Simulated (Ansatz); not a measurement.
# S on Mg(0001): change of the work function, part 4 of 4

Aim: the work function of Mg(0001) at several coverages of S (fcc site), and the dipole that each adsorbate carries.

Ansatz 0.2.0; plane-wave DFT, PBE, Ansatz PAW.

So far, work function, upper face (eV): step 2 (the clean slab) 3.79; step 3 (37 atoms, coverage 0.111 ML, cell 3x3) 4.23; step 4 (17 atoms, coverage 0.25 ML, cell 2x2) 4.80; step 5 (18 atoms, coverage 0.5 ML, cell 2x2) 5.53.

## (6) Adsorbate added, k-mesh 12×12×1, coverage 1 ML

System of this step: S/Mg(0001). The cell holds 5 atoms: 4 Mg and 1 S. Cell: a = 3.210 Å, b = 3.210 Å, c = 27.576 Å, α = 90.0°, β = 90.0°, γ = 60.0°. Vacuum lies along c.

Another coverage, to see how the dipoles act on each other as their distance changes.

The input, input.yaml:

```yaml
crystal:
  lattice:
    - [3.21, 0.0, 0.0]
    - [1.605, 2.7799415461, 0.0]
    - [0.0, 0.0, 27.5760900775]
  atoms:
    - { symbol: Mg, position: [0.6666666667, 0.6666666667, 0.3263696911] }
    - { symbol: Mg, position: [0.0, 0.0, 0.4208907052] }
    - { symbol: Mg, position: [0.6666666667, 0.6666666667, 0.5155965706] }
    - { symbol: Mg, position: [0.0, 0.0, 0.610973011] }
    - { symbol: S, position: [0.3333333333, 0.3333333333, 0.6736303089] }
kpoints:
  mp_grid: { grid: [12, 12, 1] }
hamiltonian:
  xc: pbe
scf:
  occupations: { method: fermi_dirac, width: 0.1 }
  convergence: { dr2_threshold: 1.0e-08 }
efield:
  axis: 3
  dipole_correction: true
  ramp_position: 0.97
  ramp_width: 0.06
relax:
  f_tol: 0.02
  max_steps: 60
  constraints: [{ sites: [0, 1] }]
output:
  write_potential: true
  write_density: true
  volumetric_format: npy
```

On the command line:

```
$ ansatz run input.yaml --threads 4 --pin off --max-ram 16384MiB --backend cpu --events-out ev --progress --plain --runs-dir out
```

Numbers of over 12 decimals in the logs are rounded to 6 here.

Log:

```text
[...]
Crystal: 5 atoms, lattice volume = 246.078 Å³
Basis set: ecut = 420 eV, 4881 PW (Γ), exchange–correlation on 48×48×384 points (8 copies of the dense FFT grid, shifted against one another)
Bands: 28, of which v1, the nominal top of the filled ones, is band 23 counted from 1 (22 counted from 0)
Symmetry: 6 space group operations
[...]
F+E_penalty+E_count = -8597.41165874 eV   max|allowed force component| = 2.567e-3 eV/Å
  atoms:
    - { symbol: Mg, position: [0.666667, 0.666667, 0.326370] }
    - { symbol: Mg, position: [-1.850371707762447e-17, -1.8503717077624468e-17, 0.420891] }
    - { symbol: Mg, position: [0.666667, 0.666667, 0.515183] }
[...]
- { symbol: S, position: [0.333333, 0.333333, 0.669672] }
[key lines of the parts left out:]
SCF converged after 6 iterations
Free energy (F): -8597.411659 eV
Fermi energy:    -0.236444 eV
Dipole field:    D = -0.087768 V/Å  (p = -0.119357 e·Å, saw-weighted, corrected)
Work function:   Φ+ = 6.1700 eV   Φ− = 3.7497 eV
```

Elapsed: 10 s, on 4 threads of Arm Neoverse V1, shared host; peak memory 0.52 GiB; 39 s of CPU time.

Step by step:

| step | energy less that of the first step (eV) | largest force component (eV/Å) |
| --- | --- | --- |
| 1 | 0.0000 | 0.8405 |
| 2 | -0.0645 | 0.4544 |
| 3 | -0.0847 | 0.0455 |
| 4 | -0.0849 | 0.0026 |

Forces are held to the 6 operations that the run works with; a distortion that breaks them can't arise in this run.

The atoms that moved most (Å):

```csv
atom,dx,dy,dz,length
S5,0.000,0.000,-0.109,0.109
Mg4,0.000,0.000,0.083,0.083
Mg3,0.000,0.000,-0.011,0.011
```

Final coordinates:

```xyz
5
Lattice="3.2100 0.0000 0.0000 1.6050 2.7799 0.0000 0.0000 0.0000 27.5761" Properties=species:S:1:pos:R:3
Mg    3.2100    1.8533    9.0000
Mg    0.0000    0.0000   11.6065
Mg    3.2100    1.8533   14.2067
Mg    0.0000    0.0000   16.9315
S     1.6050    0.9266   18.4669
```

Running mean over 2.60652 Å of the planar mean; the ramp of the sawtooth is left out. The electron's electrostatic potential energy less the Fermi level by z:

z (Å), electron's electrostatic potential energy less the Fermi level (eV) and a bar from the least value:
```
      3.5       3.75 ########################
      4.0       3.75 ########################
      4.5       3.74 ########################
      5.0       3.73 ########################
      5.5       3.70 ########################
      6.0       3.60 ########################
      6.5       3.32 #######################
      7.0       2.58 #####################
      7.5       0.68 #################
      8.0      -2.08 ##########
      8.5      -3.56 #######
      9.0      -3.99 ######
      9.5      -4.03 ######
     10.0      -4.00 ######
     10.5      -4.00 ######
     11.0      -4.00 ######
     11.5      -4.00 ######
     12.0      -4.01 ######
     12.5      -4.04 ######
     13.0      -4.06 ######
     13.5      -4.04 ######
     14.0      -4.01 ######
     14.5      -3.95 ######
     15.0      -3.78 ######
     15.5      -3.44 #######
     16.0      -3.59 #######
     16.5      -4.03 ######
     17.0      -5.32 ###
     17.5      -6.52 
     18.0      -5.68 ##
     18.5      -2.82 #########
     19.0      -0.73 ##############
     19.5       1.39 ###################
     20.0       3.84 ########################
     20.5       5.57 #############################
     21.0       6.05 ##############################
     21.5       6.15 ##############################
     22.0       6.17 ##############################
     22.5       6.17 ##############################
     23.0       6.17 ##############################
     23.5       6.17 ##############################
     24.0       6.17 ##############################
```

The relaxation took 4 steps and lowered the energy by 0.085 eV; the largest force on the free atoms ends at 0.0026 eV/Å.

The covered face has 6.17 eV, +2.38 eV against the clean one; the bare back face has moved by -0.04 eV, a measure of how thin the slab is.

## (7) Work function against coverage

This step: plane-wave DFT, PBE, Ansatz PAW; work function against coverage (Ansatz 0.2.0).

The runs are now put side by side.

This step gave:

```yaml
work_function_of_the_clean_face: 3.787 eV
largest_change_of_the_work_function: 2.383 eV
```

Work function of the covered face against coverage:

```csv
coverage (adsorbates/nm²),work function of the covered face (eV)
0.00,3.79
1.25,4.23
2.80,4.80
5.60,5.53
11.21,6.17
```

The dipole per adsorbate comes from the change of the cell's dipole. Coverage, by row:

| coverage (1/nm²) | coverage (ML) | work function (eV) | change (eV) | dipole per adsorbate, positive end outwards (debye) | mean height of the added atoms over the highest substrate atom (Å) |
| --- | --- | --- | --- | --- | --- |
| 1.245 | 0.1111 | 4.229 | 0.4416 | -1.016 | 1.502 |
| 2.802 | 0.25 | 4.799 | 1.012 | -0.998 | 1.522 |
| 5.603 | 0.5 | 5.528 | 1.741 | -0.847 | 1.385 |
| 11.21 | 1 | 6.17 | 2.383 | -0.574 | 1.535 |

## (8) Outcome

* work function of the clean face: 3.79 eV
* work function at 0.11 ML: 4.23 eV
* work function at 0.25 ML: 4.80 eV
* work function at 0.5 ML: 5.53 eV
* work function at 1 ML: 6.17 eV
* dipole per adsorbate at 0.11 ML, positive end outwards: -1.02 D

In words: S raises the work function of Mg(0001) at the lowest coverage, by 0.44 eV: the adsorbate layer has its negative end outwards. The dipole per adsorbate falls from 1.02 to 0.57 D as the layer fills. Neighbouring dipoles depolarise each other, and heights and bonding change with coverage too. The slab has 4 layers, at the tabulated experimental lattice constant, one starting site was run, and quantum-size effects of a slab this thin can reach one or two tenths of an eV.

[Logs are printed without paths, hosts, clocks, repeated set-up lines and the standing remarks that a program may print on its own settings, such as how far it seeks lower states.]

[Hosts, paths, dates, database ids (printed as entryN), source tags and the programs' standing remarks are cut or masked in the printed files.]

[Maps of the electrostatic potential energy from Ansatz leave out the sawtooth potential of an applied field or a dipole correction, so their vacuum need not be flat; planar profiles and work functions include it.]
